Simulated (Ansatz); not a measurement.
# What La3TlC (Pm-3m) distorts into, part 3 of 3

Wanted: the energy along a soft mode of La3TlC (Pm-3m) and the structure at the end.

Ansatz 0.2.0; DFT PBEsol, scalar-relativistic, plane waves, PAW; PAW set soft_1.

So far. Step 5 (Energy along the mode, all amplitudes (two of the runs …): The lowest of the steps tried is at 0.08 Å, 0.181 meV/atom below the parent; the bottom of the well need not coincide with a step. Step 7 (The new phase in its own primitive cell): The largest force component left is 0.14 meV/Å and the pressure is 0.000 GPa, within the tolerances set. The cell now holds 27.49 Å³/atom. The relaxed cell has a, b, c = 10.355, 5.107, 5.198 Å (conventional setting).

## (8) Modes of the new phase, k-mesh 4×8×8

A relaxed structure may still be a saddle point, so its zone-centre modes are computed. No field response is asked, since the mesh shows no gap.

input.yaml reads:

```yaml
crystal:
  lattice:
    - [10.3550884996, 0.0, 0.0]
    - [0.0, 5.1072814193, 0.0]
    - [0.0, 0.0, 5.1980712156]
  atoms:
    - { symbol: La, position: [0.25, 0.5, 0.005872516] }
    - { symbol: La, position: [0.75, 0.5, 0.994127484] }
    - { symbol: La, position: [0.25, 0.0, 0.5228070466] }
    - { symbol: La, position: [0.75, 0.0, 0.4771929534] }
    - { symbol: La, position: [0.5, 0.5, 0.5] }
    - { symbol: La, position: [0.0, 0.5, 0.5] }
    - { symbol: Tl, position: [0.0, 0.0, 0.0] }
    - { symbol: Tl, position: [0.5, 0.0, 0.0] }
    - { symbol: C, position: [0.25, 0.5, 0.4827976036] }
    - { symbol: C, position: [0.75, 0.5, 0.5172023964] }
kpoints:
  mp_grid: { grid: [4, 8, 8] }
hamiltonian:
  xc: pbesol
  pseudopotentials: { kind: paw, azcp: { folder: soft_1 }, xc_functional: pbe }
scf:
  occupations: { method: methfessel_paxton, width: 0.2 }
output:
  eigenvalues: true
phonons:
  method: dfpt
```

Started as:

```
$ ansatz run input.yaml --threads 4 --pin off --max-ram 10240MiB --backend cpu --events-out ev --progress --plain --runs-dir out
```

Numbers of over 12 decimals in the logs are rounded to 6 here.

Log:

```text
zone centre: on kpoints.mp_grid the ground state, and the responses unless they are solved on pairs of k-points, stand on 90 of the mesh's 256 k-points, reduced under 2 symmetry operations, with k and −k counted as one. Each operation leaves every solved displacement unchanged or reverses it
Engine: ansatz 0.2.0, aarch64-unknown-linux-gnu
Pseudopotentials: kind: paw
Pseudopotential: La, paw, valence charge 11, recommended cutoff 420 eV (normal), soft_1/La.paw.azcp
Pseudopotential: Tl, paw, valence charge 13, recommended cutoff 420 eV (normal), soft_1/Tl.paw.azcp
Pseudopotential: C, paw, valence charge 4, recommended cutoff 420 eV (normal), soft_1/C.paw.azcp
Functional definition: PBEsol
  exchange = pbesol_x
  correlation = pbesol_c
Crystal: 10 atoms, lattice volume = 274.907 Å³
Basis set: ecut = 420 eV, 5395 PW (Γ), exchange–correlation on 144×72×72 points (8 copies of the dense FFT grid, shifted against one another)
Bands: 60, of which v1, the nominal top of the filled ones, is band 50 counted from 1 (49 counted from 0)
Symmetry: 8 space group operations
k-points: 90 of 256 (irreducible under 2 space group operations, time reversal used)
Non-local potential: La, projectors of the file, l = 0: 3, l = 1: 2, l = 2: 2, l = 3: 3
Non-local potential: Tl, projectors of the file, l = 0: 2, l = 1: 2, l = 2: 2, l = 3: 1
Non-local potential: C, projectors of the file, l = 0: 2, l = 1: 2, l = 2: 1
PAW form: soft (Blöchl's): semilocal exchange-correlation on the pseudo side does not see the compensation charge
PAW frozen core: La, regenerated for the run's functional, and the local potential with it (the file was generated under x = pbe(κ = 0.804, μ = 0.219515), c = pbe(β = 0.066725))
PAW frozen core: Tl, regenerated for the run's functional, and the local potential with it (the file was generated under x = pbe(κ = 0.804, μ = 0.219515), c = pbe(β = 0.066725))
PAW frozen core: C, regenerated for the run's functional, and the local potential with it (the file was generated under x = pbe(κ = 0.804, μ = 0.219515), c = pbe(β = 0.066725))
PAW one-centre angular grid: La, 590 points (default); XC on 64 Gauss nodes
PAW one-centre angular grid: Tl, 590 points (default); XC on 64 Gauss nodes
PAW one-centre angular grid: C, 110 points (default); XC on 64 Gauss nodes
Initial density: superposition of atomic densities (chi_scale 0.1, normalization cell, long waves kept (reshape's long-wave potential 0.00 eV rms))
Initial wavefunctions: pseudopotential atomic-orbital guess
Functional: x = pbesol(κ = 0.804, μ = 0.123457), c = pbesol(β = 0.046)
SCF iter   1: F=—  HF=-60065.331534 eV  |F-HF|=—  |Δ(HF+E_count)|=         —  Δρ=5.16e-2  dr2=2.29e1  ethr=3.10e-3  ⟨swp⟩=5.0  Hψ=22429  notcnv=0
preconditioner: auto → Kerker (q_TF=auto, 2.305 Å⁻¹)  [metal: Δε(μ)=0.000 eV  Ē_g=10.712 eV  σ=0.200 eV  W_gap=0.00  n_scr=54 (ndim 8)  ℏωp=21.0 eV  f_vac=0.000  D(μ)=9.15/eV (n_scr^D=58)]
SCF iter   2: F=—  HF=-60061.277591 eV  |F-HF|=—  |Δ(HF+E_count)|=    4.05e0  S|Δr|=    0.00e0  Δρ=2.10e-2  dr2=3.33e0  ethr=3.10e-3  ⟨swp⟩=3.8  Hψ=10418  notcnv=0  defer=124
SCF iter   3: F=—  HF=-60060.590750 eV  |F-HF|=—  |Δ(HF+E_count)|=   6.87e-1  S|Δr|=    0.00e0  Δρ=9.40e-3  dr2=5.88e-1  ethr=3.10e-3  ⟨swp⟩=2.6  Hψ=8246  notcnv=0  defer=140
SCF iter   4: F=—  HF=-60060.457283 eV  |F-HF|=—  |Δ(HF+E_count)|=   1.33e-1  S|Δr|=    0.00e0  Δρ=2.34e-3  dr2=1.49e-2  ethr=5.88e-4  ⟨swp⟩=2.1  Hψ=6957  notcnv=0  defer=140
SCF iter   5: F=—  HF=-60060.457405 eV  |F-HF|=—  |Δ(HF+E_count)|=   1.22e-4  S|Δr|=    0.00e0  Δρ=7.91e-4  dr2=2.48e-3  ethr=1.49e-5  ⟨swp⟩=2.5  Hψ=9533  notcnv=0  defer=132
SCF iter   6: F=—  HF=-60060.457330 eV  |F-HF|=—  |Δ(HF+E_count)|=   7.54e-5  S|Δr|=    0.00e0  Δρ=2.30e-4  dr2=2.92e-4  ethr=2.48e-6  ⟨swp⟩=2.0  Hψ=6935  notcnv=0  defer=132
SCF iter   7: F=—  HF=-60060.457295 eV  |F-HF|=—  |Δ(HF+E_count)|=   3.49e-5  S|Δr|=    0.00e0  Δρ=6.19e-5  dr2=1.69e-5  ethr=2.92e-7  ⟨swp⟩=2.0  Hψ=8182  notcnv=0  defer=132
SCF iter   8: F=—  HF=-60060.457290 eV  |F-HF|=—  |Δ(HF+E_count)|=   4.49e-6  S|Δr|=    0.00e0  Δρ=1.19e-5  dr2=7.04e-7  ethr=1.69e-8  ⟨swp⟩=2.0  Hψ=8427  notcnv=0  defer=132
SCF iter   9: F=—  HF=-60060.457408 eV  |F-HF|=—  |Δ(HF+E_count)|=   1.18e-4  S|Δr|=    0.00e0  Δρ=4.49e-6  dr2=1.11e-7  ethr=7.04e-10  ⟨swp⟩=2.2  Hψ=8359  notcnv=0  defer=132
SCF iter  10: F=—  HF=-60060.457408 eV  |F-HF|=—  |Δ(HF+E_count)|=   1.65e-8  S|Δr|=    0.00e0  Δρ=1.02e-6  dr2=4.83e-9  ethr=1.11e-10  ⟨swp⟩=2.0  Hψ=7053  notcnv=0  defer=132
SCF iter  11: F=—  HF=-60060.457408 eV  |F-HF|=—  |Δ(HF+E_count)|=  9.46e-11  S|Δr|=    0.00e0  Δρ=2.93e-7  dr2=3.52e-10  ethr=4.83e-12  ⟨swp⟩=2.0  Hψ=9023  notcnv=0  defer=132
SCF iter  12: F=—  HF=-60060.457408 eV  |F-HF|=—  |Δ(HF+E_count)|=  5.09e-11  S|Δr|=    0.00e0  Δρ=7.44e-8  dr2=2.21e-11  ethr=1.00e-12  ⟨swp⟩=2.0  Hψ=8319  notcnv=0  defer=132
SCF iter  13: F=-60060.457408 eV  HF=-60060.457408 eV  |F-HF|=7.28e-12  |Δ(HF+E_count)|=  1.46e-11  S|Δr|=    0.00e0  Δρ=2.13e-8  dr2=1.40e-12  ethr=1.00e-12  ⟨swp⟩=17.8  Hψ=33534  notcnv=0
SCF 1 converged in 13 iterations: F = -60060.457408 eV  dr2 = 1.40e-12
[...]
DFPT response loops at Γ: preconditioner auto → Kerker (q_TF=auto, 2.305 Å⁻¹) (partly filled bands, converged f_vac=0.000); β = 1.00, the filter's whole step (`scf.mixing.beta` (0.50) is not read by the response loops under this deck's `scf.mixing.preconditioner`; to damp them name `kerker` or `kerker_dos`, under which they read `scf.mixing.beta`, and type it under 1.00, their step now; both keys bind the ground state too); Broyden in place of MSR1
```

It took 9.5 min on 4 threads of Arm Neoverse V1, shared host; peak memory 5.9 GiB.

The run was cut off at the time limit after its SCF cycle had converged; no result of it is taken.

The program's message: “Warning:”

## (9) Summary of results

```
unstable mode of the parent                                                      : q = (0, 0, -0.5), 97i cm⁻¹
depth at the lowest point sampled                                                : 0.181 meV/atom
largest atomic shift at that point                                               : 0.08 Å
space group reached (within 0.01 Å)                                              : Pmma
energy gained over the parent (first relaxation, on the mesh of the frozen mode) : 0.911 meV/atom
volume per atom, phase reached                                                   : 27.5 Å³
```

In words: Along this mode the structure falls into Pmma, 0.911 meV/atom below the parent. At the parent's cell the well is 0.181 meV/atom deep on the steps tried, with its lowest point at a shift of 0.08 Å. Relaxing atoms and cell changes the gain by +0.73 meV/atom against the lowest step (energies at zero smearing). Most of the total comes from this relaxation. The modes of the phase reached were not computed on this path. How so shallow a well moves with the k mesh was not tested. Of the 5 patterns followed to their end from this parent, this one ends 5.04 meV/atom above the lowest, Amm2. Another end point lies within 1 meV/atom; how such a difference moves with mesh and cutoff was not tested. Each path keeps the symmetry of its pattern, so a lower phase may lie along a pattern not tried. With no gap, or one that is small against the smearing, the frequencies hang on the k mesh and the smearing, most of all near Kohn anomalies. Spin-orbit coupling is left out, which can matter for the heavy elements here. The PAW files were made for PBE and serve the other functionals too. A phonon run warned that its eigensolver left some bands unconverged in a pass.

[Logs are printed without paths, hosts, clocks, repeated set-up lines and the standing remarks that a program may print on its own settings, such as how far it seeks lower states.]

[Hosts, paths, dates, database ids (printed as entryN), source tags and the programs' standing remarks are cut or masked in the printed files.]
